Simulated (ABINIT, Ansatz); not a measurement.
# Calculated records

## SnO2 (Cassiterite): one start, several treatments of the self-energy

Symmetry: P4_2/mnm, No. 136, tetragonal system. Conventional cell: a = 4.738 Å, b = 4.738 Å, c = 3.187 Å, α = 90.00°, β = 90.00°, γ = 90.00°. Nearest to Sn lie 6 O at 2.05 to 2.06 Å. Nearest to O lie 3 Sn at 2.05 to 2.06 Å. Farther neighbours, and contacts between anions beyond the nearest, are not listed.

- method: RPA screening on PBE, plane waves, norm-conserving pseudopotentials (and 3 further levels or steps)
- program: ABINIT 10.8.3
- settings: cutoff 42 Ha, PseudoDojo scalar-relativistic 0.4 stringent, norm-conserving, potential set dojo-sr-pbe-0.4-stringent, ngkpt (4, 4, 4), nband 121, ecuteps 5.2 Ha, gwcalctyp 2, nfreqre 16, nfreqim 8, inclvkb 2, freqremax 40 eV, spmeth 1, nomegasf 120, shiftk (0, 0, 0), symchi 1, awtr 1, frequency cd, 4×4×4 k-mesh
- cost: 8 runs, 13 min in all on 8 MPI ranks of Arm Neoverse V1, shared host
- notes: The program’s warnings: Min real frequency set to default [Ha] = and nkpt*nsppol () is not a multiple of nproc spkpt (). The cell and positions come from the Crystallography Open Database and are kept as given unless a step says otherwise. Limits: no spin-orbit coupling. The 4×4×4 mesh is coarse for this cell, which bears on the long-range parts of exchange and screening.
- G0W0, Godby-Needs plasmon pole: 2.725 eV
- G0W0, von der Linden-Horsch plasmon pole: 2.715 eV
- G0W0, Hybertsen-Louie plasmon pole: 2.956 eV
- one-shot Hartree-Fock: 11.076 eV
- G0W0, contour deformation: 2.677 eV
- known limits: short of the basis limit; no spin-orbit coupling; coarse k mesh

G0W0, von der Linden-Horsch plasmon pole: −0.010 eV against G0W0, Godby-Needs plasmon pole. G0W0, Hybertsen-Louie plasmon pole: +0.231 eV against G0W0, Godby-Needs plasmon pole.

[Paths, hosts, dates, memory and timing lines, banners, echoed tables and standing remarks are left out of the program output; an Ansatz launch command may be rebuilt from the run's recorded settings. Measured values are a selection of at most five: reports struck by readers or far from the other reports are left out. None is set beside runs whose start may be inverted or whose files or cutoffs have a known fault.]

[Runs of the session that timed out or met a known fault of the program may be left out.]

[Hosts, paths, dates, database ids (printed as entryN), source tags and the programs' standing remarks are cut or masked in the printed files.]

[G0W0 gaps are taken among the corrected bands and points alone; a level outside them can change the order at an edge.]

[Where Ansatz stands beside ABINIT at settings called matched, ABINIT's density can come from a denser mesh and the files from another edition; pairs whose starting gaps differed by over 0.03 eV were left out, so agreement reads better than it is.]
